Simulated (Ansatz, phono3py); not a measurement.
# Scattering channels in SrO (Fm-3m), one at a time

The second- and third-order constants of SrO come from an earlier supercell run; what does phono3py make of them?

Experimental results on record:
- thermal conductivity 12 W/m/K near room temperature (given in “Combining the AFLOW GIBBS and Elastic Libraries to efficiently and robustly screen thermo-mechanical properties of solids”, 2017, arXiv:1611.05714)
- thermal conductivity 12 W/m/K near room temperature (given in “Predicting the lattice thermal conductivity of solids by solving the Boltzmann transport equation: AFLOW - AAPL an automated, accurate and efficient framework”, 2017, arXiv:1611.05481)

Main program and level: Ansatz 0.2.0 and phono3py 4.10.0; DFT LDA, scalar-relativistic, plane waves, PAW; PAW set soft_1, in the first sound run; inputs show where later runs differ.

The database entry behind the starting cell differs from later determinations by our own check (about 0.5 % short), so it need not match the best structure at ambient conditions.

**1. The starting structure**

Symmetry: Fm-3m, No. 225, cubic system. Conventional cell: a = 5.065 Å, b = 5.065 Å, c = 5.065 Å, α = 90.00°, β = 90.00°, γ = 90.00°. Sr has 6 O at 2.53 Å nearest. Nearest to O lie 6 Sr at 2.53 Å. Farther neighbours and most contacts between anions are not listed.

**2. Where the constants come from**

Input file input.yaml:

```yaml
crystal:
  lattice:
    - [0.0, 2.532341022, 2.532341022]
    - [2.532341022, 0.0, 2.532341022]
    - [2.532341022, 2.532341022, 0.0]
  atoms:
    - { symbol: Sr, position: [0.5, 0.5, 0.5] }
    - { symbol: O, position: [0.0, 0.0, 0.0] }
kpoints:
  mp_grid: { grid: [6, 6, 6] }
hamiltonian:
  xc: lda
  pseudopotentials: { kind: paw, azcp: { folder: soft_1 }, xc_functional: pbe }
scf:
  occupations: { method: fixed }
  lower_state_search: "off"
output:
  eigenvalues: true
phonons:
  method: fd
  dielectric: true
  qmesh: [6, 6, 6]
  temperatures: { t_max: 1000, t_step: 50 }
  qpath:
    path:
      - [[0.0, 0.0, 0.0], [0.5, 0.0, 0.5], [0.5, 0.25, 0.75], [0.375, 0.375, 0.75], [0.0, 0.0, 0.0], [0.5, 0.5, 0.5], [0.625, 0.25, 0.625], [0.5, 0.25, 0.75], [0.5, 0.5, 0.5], [0.375, 0.375, 0.75]]
      - [[0.625, 0.25, 0.625], [0.5, 0.0, 0.5]]
    npoints: 10
  third_order: { supercell: [3, 3, 3], pair_cutoff: 4.536 }
  lattice_thermal_conductivity:
    qmesh: [21, 21, 21]
    temperatures: [50.0, 100.0, 150.0, 200.0, 300.0, 400.0, 500.0, 600.0, 800.0, 1000.0]
    isotope_mass_variance:
      - { species: O, variance: 3.359e-05 }
      - { species: Sr, variance: 6.1e-05 }
```

Launch:

```bash
$ ansatz run input.yaml --threads 18 --pin off --max-ram 92160MiB --backend cuda --events-out ev --progress --plain --runs-dir out --max-vram 78GiB
```

The job ended after 66 s (1 × NVIDIA GB200 with 18 threads of Arm Neoverse V2, shared host; peak memory 1.6 GiB; 7.9 min of CPU time).

Numbers from this step:

```
highest frequency            : 472.1 cm⁻¹
κ at 300 K (relaxation time) : 17.52 W/m/K
κ at 300 K (full solution)   : 17.82 W/m/K
dipole term                  : run
third-order blocks           : 686
```

**3. Relaxation-time solution**

The base run: each mode relaxes on its own with natural isotopes, and rates are split into normal and umklapp parts.

This step: DFT LDA, scalar-relativistic, plane waves, PAW; PAW set soft_1; phono3py on Ansatz's force constants (phono3py 4.10.0).

Input file phono3py.yaml:

```yaml
phono3py:
  version: "4.10.0"
  frequency_unit_conversion_factor: 15.633302
  symmetry_tolerance: 1.00000e-05

physical_unit:
  atomic_mass: "AMU"
  length: "angstrom"

space_group:
  type: "Fm-3m"
  number: 225
  Hall_symbol: "-F 4 2 3"

primitive_matrix:
- [  1.000000000000000,  0.000000000000000,  0.000000000000000 ]
- [  0.000000000000000,  1.000000000000000,  0.000000000000000 ]
- [  0.000000000000000,  0.000000000000000,  1.000000000000000 ]

supercell_matrix:
- [   3,   0,   0 ]
- [   0,   3,   0 ]
- [   0,   0,   3 ]

# [primitive_cell block left out]
unit_cell:
  lattice:
  - [     0.000000000000000,     2.532341022000000,     2.532341022000000 ] # a
  - [     2.532341022000000,     0.000000000000000,     2.532341022000000 ] # b
  - [     2.532341022000000,     2.532341022000000,     0.000000000000000 ] # c
  points:
  - symbol: Sr # 1
    coordinates: [  0.500000000000000,  0.500000000000000,  0.500000000000000 ]
    mass: 87.620000
    reduced_to: 1
  - symbol: O # 2
    coordinates: [  0.000000000000000,  0.000000000000000,  0.000000000000000 ]
    mass: 15.999000
    reduced_to: 2

# [supercell block left out]
phonon_supercell_matrix:
- [   6,   0,   0 ]
- [   0,   6,   0 ]
- [   0,   0,   6 ]

# [phonon_primitive_cell block left out]
# [phonon_supercell block left out]
nac:
  born_effective_charge:
  - # 1 (Sr)
    - [  2.473038633522776,  0.000000000000000,  0.000000000000000 ]
    - [  0.000000000000000,  2.473038633522776,  0.000000000000000 ]
    - [  0.000000000000000,  0.000000000000000,  2.473038633522776 ]
  - # 2 (O)
    - [ -2.473038633522776,  0.000000000000000,  0.000000000000000 ]
    - [  0.000000000000000, -2.473038633522776,  0.000000000000000 ]
    - [  0.000000000000000,  0.000000000000000, -2.473038633522776 ]
  dielectric_constant:
    - [  3.864138585864540,  0.000000000000000,  0.000000000000000 ]
    - [  0.000000000000000,  3.864138585864540,  0.000000000000000 ]
    - [  0.000000000000000,  0.000000000000000,  3.864138585864540 ]
  unit_conversion_factor: 14.399645
```

Launch:

```bash
$ phono3py phono3py.yaml --mesh 21 21 21 --br --isotope --nu --ts 50 100 150 200 300 400 500 600 800 1000
```

The program printed:

```text
Rust backend (phonors) using rayon (8 threads).
Running in phono3py.load mode.
Spglib version 2.8.0
----------------------------- General settings -----------------------------
Run mode: conductivity-RTA
HDF5 data compression filter: gzip
Crystal structure was read from "phono3py.yaml".
Supercell (dim): [3 3 3]
Phonon supercell (dim-fc2): [6 6 6]
Primitive matrix:
  [1. 0. 0.]
  [0. 1. 0.]
  [0. 0. 1.]
Spacegroup: Fm-3m (225)
Use -v option to watch primitive cell, unit cell, and supercell structures.
NAC parameters were read from "phono3py.yaml".
fc3 was read from "fc3.hdf5".
fc2 was read from "fc2.hdf5".
----------------------------- Force constants ------------------------------
Max drift of fc3: 0.00000400 (xxx) 0.00000400 (xxx) 0.00000400 (xxx)
Max drift of fc2: 0.00003000 (xx) 0.00003000 (xx)
--------------------------- Calculation settings ---------------------------
Non-analytical term correction (NAC): True
NAC unit conversion factor:  14.39964
BZ integration: Tetrahedron-method
Temperature:  50.0  100.0  150.0  200.0  300.0 ... 1000.0
Cutoff frequency: 0.01
Mesh sampling: [ 21 21 21 ]
Generating grid system ... [ 21 21 21 ]
fc3-r2q-transformation over three atoms: True
========================== Warning ==========================
 Phonon frequency of band index 1 at Gamma is calculated to be 0.010187.
 But this frequency is forced to be zero.
=============================================================
========================== Warning ==========================
 Phonon frequency of band index 2 at Gamma is calculated to be 0.010187.
 But this frequency is forced to be zero.
=============================================================
========================== Warning ==========================
 Phonon frequency of band index 3 at Gamma is calculated to be 0.010187.
 But this frequency is forced to be zero.
=============================================================
--------------------------- Phonon calculations ----------------------------
Use NAC by Gonze et al. (no real space sum in current implementation)
  PRB 50, 13035(R) (1994), PRB 55, 10355 (1997)
  G-cutoff distance: 1.30, Number of G-points: 307, Lambda: 0.27
Running harmonic phonon calculations...
-------------------- Lattice thermal conductivity (RTA) --------------------
Running heat capacity calculations...
Running velocity calculations...
Running isotope scattering calculations with tetrahedron method...
======================= Grid point 0 (1/286) =======================
q-point: ( 0.00  0.00  0.00)
Boundary mean free path (millimeter): 1000.000
Mass variance parameters: 6.10e-05 3.36e-05
Number of triplets: 286
Frequency     group velocity (x, y, z)     |gv|
   0.010   (   0.000    0.000    0.000)    0.000
   0.010   (   0.000    0.000    0.000)    0.000
   0.010   (   0.000    0.000    0.000)    0.000
   6.462   (   0.000    0.000    0.000)    0.000
   6.462   (   0.000    0.000    0.000)    0.000
   6.462   (   0.000    0.000    0.000)    0.000
======================= Grid point 1 (2/286) =======================
q-point: ( 0.05  0.00  0.00)
Boundary mean free path (millimeter): 1000.000
Mass variance parameters: 6.10e-05 3.36e-05
Number of triplets: 891
Frequency     group velocity (x, y, z)     |gv|
   0.588   ( -20.497   20.497   20.497)   35.501
   0.588   ( -20.497   20.497   20.497)   35.501
   0.952   ( -33.544   33.544   33.544)   58.099
   6.513   (  -3.563    3.563    3.563)    6.171
   6.513   (  -3.563    3.563    3.563)    6.171
  14.158   (   1.453   -1.453   -1.453)    2.517
[283 grid points left out]
======================= Grid point 2458 (286/286) =======================
q-point: ( 0.71  0.48  0.24)
Boundary mean free path (millimeter): 1000.000
Mass variance parameters: 6.10e-05 3.36e-05
Number of triplets: 2431
Frequency     group velocity (x, y, z)     |gv|
   4.489   (   0.000    0.268    9.591)    9.595
   5.051   (  -0.000   16.273    1.917)   16.386
   5.253   (   0.000  -13.617   -8.946)   16.293
   8.435   (  -0.000   16.306    0.977)   16.335
   8.568   (   0.000  -14.128    3.970)   14.676
   9.860   (  -0.000    3.765  -14.002)   14.500
=================== End of collection of collisions ===================
----------- Thermal conductivity (W/m-k) with tetrahedron method -----------
#  T(K)        xx         yy         zz         yz         xz         xy
   50.0     302.169    302.169    302.169     -0.000     -0.000     -0.000
  100.0      74.408     74.408     74.408     -0.000     -0.000     -0.000
  150.0      40.226     40.226     40.226     -0.000     -0.000     -0.000
  200.0      27.758     27.758     27.758     -0.000     -0.000     -0.000
  300.0      17.390     17.390     17.390     -0.000     -0.000     -0.000
  400.0      12.759     12.759     12.759     -0.000     -0.000     -0.000
  500.0      10.105     10.105     10.105     -0.000     -0.000     -0.000
  600.0       8.375      8.375      8.375     -0.000     -0.000     -0.000
  800.0       6.248      6.248      6.248     -0.000     -0.000     -0.000
 1000.0       4.987      4.987      4.987     -0.000     -0.000     -0.000

Thermal conductivity related properties were written into
"kappa-m212121.hdf5".
Summary of calculation was written in "phono3py.yaml".
```

Run time: 59 s. Hardware: 8 threads of AMD EPYC 7R43, shared host; peak memory 0.14 GiB.

This step gave:

* κ at 300 K: 17.39 W/m/K
* κ xx, yy, zz at 300 K: 17.39, 17.39, 17.39 W/m/K
* normal share of three-phonon scattering at 300 K: 0.498

W/m/K. Kappa, by row:

```csv
T (K),xx,yy,zz,yz,xz,xy
50,302.2,302.2,302.2,0,0,0
100,74.41,74.41,74.41,0,0,0
150,40.23,40.23,40.23,0,0,0
200,27.76,27.76,27.76,0,0,0
300,17.39,17.39,17.39,0,0,0
400,12.76,12.76,12.76,0,0,0
500,10.1,10.1,10.1,0,0,0
600,8.375,8.375,8.375,0,0,0
800,6.248,6.248,6.248,0,0,0
1000,4.987,4.987,4.987,0,0,0
```

Lattice thermal conductivity, xx against temperature:

```csv
temperature (K),"lattice thermal conductivity, xx (W/m/K)"
50,302
100,74.4
150,40.2
200,27.8
300,17.4
400,12.8
500,10.1
600,8.38
800,6.25
1000,4.99
```

Mean scattering rate at 300 K against frequency:

```csv
frequency (THz),normal (1/ps),umklapp (1/ps)
0.30,0.017,4.6e-4
0.89,0.00974,0.00181
1.48,0.0213,0.00554
2.07,0.0778,0.0326
2.66,0.166,0.103
3.25,0.158,0.17
3.84,0.147,0.206
4.43,0.228,0.292
5.02,0.34,0.366
5.61,0.282,0.21
6.20,0.223,0.187
6.79,0.464,0.244
7.38,0.648,0.596
7.97,0.639,0.755
8.56,0.619,0.877
9.15,0.983,0.922
9.74,0.965,1.08
10.33,1.7,1.71
10.92,2.73,3.83
11.52,3.17,4.93
12.11,2.27,3.27
12.70,1.56,1.1
13.29,1.46,0.703
13.88,1.55,0.428
```

The base value at 300 K is 17.4 W/(m K).

The lattice thermal conductivity, xx is 17.4 W/m/K at 300 K, going as T^-1.1 above 200 K.

**4. Two programs, one set of constants**

This step: DFT LDA, scalar-relativistic, plane waves, PAW; PAW set soft_1 (Ansatz 0.2.0).

Ansatz's figure includes its coherence part. Comparison, by row:

| T (K) | Ansatz RTA (W/m/K) | phono3py RTA (W/m/K) | difference (%) |
| --- | --- | --- | --- |
| 50 | 302.7 | 302.2 | -0.17 |
| 100 | 74.54 | 74.41 | -0.17 |
| 150 | 40.34 | 40.23 | -0.27 |
| 200 | 27.87 | 27.76 | -0.39 |
| 300 | 17.52 | 17.39 | -0.74 |
| 400 | 12.91 | 12.76 | -1.16 |
| 500 | 10.27 | 10.1 | -1.66 |
| 600 | 8.553 | 8.375 | -2.08 |
| 800 | 6.449 | 6.248 | -3.12 |
| 1000 | 5.205 | 4.987 | -4.19 |

**5. Without isotopes, third order supercell 3×3×3, supercell 6×6×6**

Leaving out the isotope term shows how much the natural mass disorder scatters.

This step: DFT LDA, scalar-relativistic, plane waves, PAW; PAW set soft_1; phono3py on Ansatz's force constants (phono3py 4.10.0).

phono3py.yaml is that of step 3.

Launch:

```bash
$ phono3py phono3py.yaml --mesh 21 21 21 --br --ts 50 100 150 200 300 400 500 600 800 1000
```

The program printed:

```text
[banner, memory and clock lines left out]
Rust backend (phonors) using rayon (8 threads).
Running in phono3py.load mode.
Spglib version 2.8.0
----------------------------- General settings -----------------------------
Run mode: conductivity-RTA
HDF5 data compression filter: gzip
Crystal structure was read from "phono3py.yaml".
Supercell (dim): [3 3 3]
Phonon supercell (dim-fc2): [6 6 6]
Primitive matrix:
  [1. 0. 0.]
  [0. 1. 0.]
  [0. 0. 1.]
Spacegroup: Fm-3m (225)
Use -v option to watch primitive cell, unit cell, and supercell structures.
NAC parameters were read from "phono3py.yaml".
fc3 was read from "fc3.hdf5".
fc2 was read from "fc2.hdf5".
----------------------------- Force constants ------------------------------
Max drift of fc3: 0.00000400 (xxx) 0.00000400 (xxx) 0.00000400 (xxx)
Max drift of fc2: 0.00003000 (xx) 0.00003000 (xx)
--------------------------- Calculation settings ---------------------------
Non-analytical term correction (NAC): True
NAC unit conversion factor:  14.39964
BZ integration: Tetrahedron-method
Temperature:  50.0  100.0  150.0  200.0  300.0 ... 1000.0
Cutoff frequency: 0.01
Mesh sampling: [ 21 21 21 ]
Generating grid system ... [ 21 21 21 ]
fc3-r2q-transformation over three atoms: True
========================== Warning ==========================
 Phonon frequency of band index 1 at Gamma is calculated to be 0.010187.
 But this frequency is forced to be zero.
========================== Warning ==========================
 Phonon frequency of band index 2 at Gamma is calculated to be 0.010187.
 But this frequency is forced to be zero.
========================== Warning ==========================
 Phonon frequency of band index 3 at Gamma is calculated to be 0.010187.
 But this frequency is forced to be zero.
--------------------------- Phonon calculations ----------------------------
  PRB 50, 13035(R) (1994), PRB 55, 10355 (1997)
  G-cutoff distance: 1.30, Number of G-points: 307, Lambda: 0.27
Running harmonic phonon calculations...
-------------------- Lattice thermal conductivity (RTA) --------------------
Running heat capacity calculations...
Running velocity calculations...
======================= Grid point 0 (1/286) =======================
q-point: ( 0.00  0.00  0.00)
Boundary mean free path (millimeter): 1000.000
Number of triplets: 286
Frequency     group velocity (x, y, z)     |gv|
   0.010   (   0.000    0.000    0.000)    0.000
   0.010   (   0.000    0.000    0.000)    0.000
   0.010   (   0.000    0.000    0.000)    0.000
   6.462   (   0.000    0.000    0.000)    0.000
   6.462   (   0.000    0.000    0.000)    0.000
   6.462   (   0.000    0.000    0.000)    0.000
======================= Grid point 1 (2/286) =======================
q-point: ( 0.05  0.00  0.00)
Boundary mean free path (millimeter): 1000.000
Number of triplets: 891
Frequency     group velocity (x, y, z)     |gv|
   0.588   ( -20.497   20.497   20.497)   35.501
   0.588   ( -20.497   20.497   20.497)   35.501
   0.952   ( -33.544   33.544   33.544)   58.099
   6.513   (  -3.563    3.563    3.563)    6.171
   6.513   (  -3.563    3.563    3.563)    6.171
  14.158   (   1.453   -1.453   -1.453)    2.517
[283 grid points left out]
======================= Grid point 2458 (286/286) =======================
q-point: ( 0.71  0.48  0.24)
Boundary mean free path (millimeter): 1000.000
Number of triplets: 2431
Frequency     group velocity (x, y, z)     |gv|
   4.489   (   0.000    0.268    9.591)    9.595
   5.051   (  -0.000   16.273    1.917)   16.386
   5.253   (   0.000  -13.617   -8.946)   16.293
   8.435   (  -0.000   16.306    0.977)   16.335
   8.568   (   0.000  -14.128    3.970)   14.676
   9.860   (  -0.000    3.765  -14.002)   14.500
=================== End of collection of collisions ===================
----------- Thermal conductivity (W/m-k) with tetrahedron method -----------
#  T(K)        xx         yy         zz         yz         xz         xy
   50.0     331.009    331.009    331.009     -0.000     -0.000     -0.000
  100.0      75.938     75.938     75.938     -0.000     -0.000     -0.000
  150.0      40.648     40.648     40.648     -0.000     -0.000     -0.000
  200.0      27.954     27.954     27.954     -0.000     -0.000     -0.000
  300.0      17.465     17.465     17.465     -0.000     -0.000     -0.000
  400.0      12.799     12.799     12.799     -0.000     -0.000     -0.000
  500.0      10.130     10.130     10.130     -0.000     -0.000     -0.000
  600.0       8.392      8.392      8.392     -0.000     -0.000     -0.000
  800.0       6.258      6.258      6.258     -0.000     -0.000     -0.000
 1000.0       4.993      4.993      4.993     -0.000     -0.000     -0.000

Thermal conductivity related properties were written into
"kappa-m212121.hdf5".
Summary of calculation was written in "phono3py.yaml".
```

Wall time 54 s (8 threads); peak memory 0.13 GiB; 6.3 min of CPU time.

This step gave:

```
κ at 300 K            : 17.46 W/m/K
κ xx, yy, zz at 300 K : 17.46, 17.46, 17.46 W/m/K
```

W/m/K. Kappa, by row:

```
T (K)     xx     yy     zz  yz  xz  xy
   50    331    331    331   0   0   0
  100  75.94  75.94  75.94   0   0   0
  150  40.65  40.65  40.65   0   0   0
  200  27.95  27.95  27.95   0   0   0
  300  17.46  17.46  17.46   0   0   0
  400   12.8   12.8   12.8   0   0   0
  500  10.13  10.13  10.13   0   0   0
  600  8.392  8.392  8.392   0   0   0
  800  6.258  6.258  6.258   0   0   0
 1000  4.993  4.993  4.993   0   0   0
```

κ at 300 K goes from 17.4 in the base run to 17.5 W/(m K).

[end of part 1 of 6]

[Logs are printed without paths, hosts, clocks, repeated set-up lines and the standing remarks that a program may print on its own settings, such as how far it seeks lower states.]

[Hosts, paths, dates, database ids (printed as entryN), source tags and the programs' standing remarks are cut or masked in the printed files.]

[A step with changed settings may run another functional than the one named; its input shows which.]
